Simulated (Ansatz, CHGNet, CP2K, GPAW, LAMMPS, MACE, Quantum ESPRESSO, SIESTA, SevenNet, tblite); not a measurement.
# Which run comes nearest? Glassy 71SiO2-12Al2O3-17CaO (mol %) (74 atoms)

Density of this cell: 2.66 g/cm³. The cell holds 74 atoms: 17 Si, 6 Al, 4 Ca and 47 O. Its edges and angles: a = 9.897 Å, b = 9.897 Å, c = 9.897 Å, α = 90.0°, β = 90.0°, γ = 90.0°. 74 atoms (17 Si, 6 Al, 4 Ca, 47 O) placed at random at 2.49 g/cm³, melted at 4000 K for 10 ps at fixed volume with the Morse and Coulomb pair potential with partial charges (Pedone, Malavasi, Menziani, Cormack and Segre, J. Phys. Chem. B 110, 11780 (2006)). Quenched from 4000 K to 300 K at 500 K/ps and fixed volume, held 10 ps at zero pressure.

Geometry: as built.

The reference, a calculation:

- method: Kohn-Sham DFT, PBE, SSSP efficiency 1.3.0 pseudopotentials, plane waves (Quantum ESPRESSO 7.5); sssp-pbe-1.3.0-efficiency, cutoffs 60/480 Ry, Γ point
- r.m.s. force component: 1.425 eV/Å
- longest force: 4.91 eV/Å
- pressure: 6.921 GPa
- gap (highest filled to lowest empty level): 2.909 eV
- time: 3.8 min on 2 MPI ranks of Arm Neoverse V2, shared host
- CPU time: 7.7 min

Q: Estimate the differences from the reference, the CPU time and the memory of each run.
- CP2K PBE, DZVP-MOLOPT-SR, 600/50 Ry, TC2 filter 1e-05, SCF 1e-06 (CP2K 2026.2; 4 MPI ranks)
- tblite IPEA1-xTB (tblite 0.8.0; 1 thread)
- CP2K PBE, SZV-MOLOPT-SR, 600/50 Ry, OT CG (CP2K 2026.2; 2 threads)
- SIESTA PBE, SZ, shift 0.01 Ry, mesh 500 Ry (SIESTA 5.4.2; 1 thread)
- SIESTA PBE, DZP, shift 0.01 Ry, mesh 200 Ry (SIESTA 5.4.2; 1 thread)
- GPAW PBE, LCAO dzp, h 0.18 Å (GPAW 26.7.0; 1 thread)
- SIESTA LDA, DZP, shift 0.01 Ry, mesh 500 Ry (SIESTA 5.4.2; 2 MPI ranks)
- CP2K PBE, DZVP-MOLOPT-SR, 300/50 Ry, OT CG (CP2K 2026.2; 2 threads)
- SIESTA PBE, DZP, shift 0.01 Ry, mesh 500 Ry (SIESTA 5.4.2; 2 MPI ranks)
- CP2K PBE, DZVP-MOLOPT-SR, 600/50 Ry, TC2 filter 1e-06, SCF 1e-06 (CP2K 2026.2; 4 MPI ranks)

Differences are against the plane-wave reference, forces as r.m.s. over components; share is that over the reference's r.m.s. force, slope the least-squares factor from reference forces to these. Total energies of different programs have different zeros and aren't compared.

| run | Δ force, r.m.s. (meV/Å) | share (%) | slope | Δ pressure (GPa) | Δ gap (eV) | cores | CPU time | memory (GiB) |
| --- | --- | --- | --- | --- | --- | --- | --- | --- |
| reference | - | - | - | - | - | 2 | 7.7 min | 2.8 |
| CP2K PBE, DZVP-MOLOPT-SR, 600/50 Ry, TC2 filter 1e-05, SCF 1e-06 | 135 | 9.50 | 0.969 | -0.230 | - | 4 | 2.6 min | 2.5 |
| tblite IPEA1-xTB | 534 | 37.5 | 0.796 | -3.43 | - | 1 | 4.7 s | 0.12 |
| CP2K PBE, SZV-MOLOPT-SR, 600/50 Ry, OT CG (coarse) | 975 | 68.5 | 1.298 | 21.3 | -1.57 | 2 | 5.3 min | 1.3 |
| SIESTA PBE, SZ, shift 0.01 Ry, mesh 500 Ry (coarse) | 1030 | 72.3 | 1.329 | 17.7 | -1.45 | 1 | 89 s | 0.93 |
| SIESTA PBE, DZP, shift 0.01 Ry, mesh 200 Ry | 254 | 17.9 | 1.033 | 2.88 | -0.468 | 1 | 87 s | 0.68 |
| GPAW PBE, LCAO dzp, h 0.18 Å | 308 | 21.6 | 1.124 | - | -0.0673 | 1 | 2.6 min | 1.5 |
| SIESTA LDA, DZP, shift 0.01 Ry, mesh 500 Ry | 232 | 16.3 | 0.948 | -5.56 | -0.578 | 2 | 4.7 min | 2.2 |
| CP2K PBE, DZVP-MOLOPT-SR, 300/50 Ry, OT CG (coarse) | 156 | 11.0 | 0.973 | -0.139 | -0.0164 | 2 | 5.4 min | 0.74 |
| SIESTA PBE, DZP, shift 0.01 Ry, mesh 500 Ry | 254 | 17.8 | 1.033 | 2.91 | -0.468 | 2 | 5.2 min | 2.2 |
| CP2K PBE, DZVP-MOLOPT-SR, 600/50 Ry, TC2 filter 1e-06, SCF 1e-06 | 135 | 9.50 | 0.969 | -0.230 | - | 4 | 2.6 min | 2.5 |

Rows marked coarse were listed beforehand as settings not expected to be converged; some can still land near the reference.

CPU time is summed over cores on a shared host, where runs went side by side, so it is rough. Symmetry, cutoffs, thresholds, outputs and thread counts weren't matched or tuned between programs; memory under MPI is the largest rank's times the ranks.

The PBE runs in local orbitals, coarse settings apart, differ by 9.5 % (CP2K PBE, DZVP-MOLOPT-SR, 600/50 Ry, TC2 filter 1e-06, SCF 1e-06) to 22 % (GPAW PBE, LCAO dzp, h 0.18 Å); basis, grid and potentials can all enter. Tight binding differs by 37 % (tblite IPEA1-xTB); it is another model, with fitted parameters of its own, and the xTB methods hold dispersion. Rows with another functional or a dispersion term differ by 16 % (SIESTA LDA, DZP, shift 0.01 Ry, mesh 500 Ry), which mixes the change of model with differences of basis and potentials. IPEA1-xTB was fitted to ionisation energies and electron affinities, not to forces or charges. Periodic xTB results under one method name differ between programs and library versions. The network of bonds at the start is that of the classical potential that made the cell, and needn't be the one that DFT or experiment would give. The electronic-structure runs sample only Γ, in a cell whose shortest periodic width is 10 Å.

[Hosts, paths, dates, database ids (printed as entryN), source tags and the programs' standing remarks are cut or masked in the printed files.]
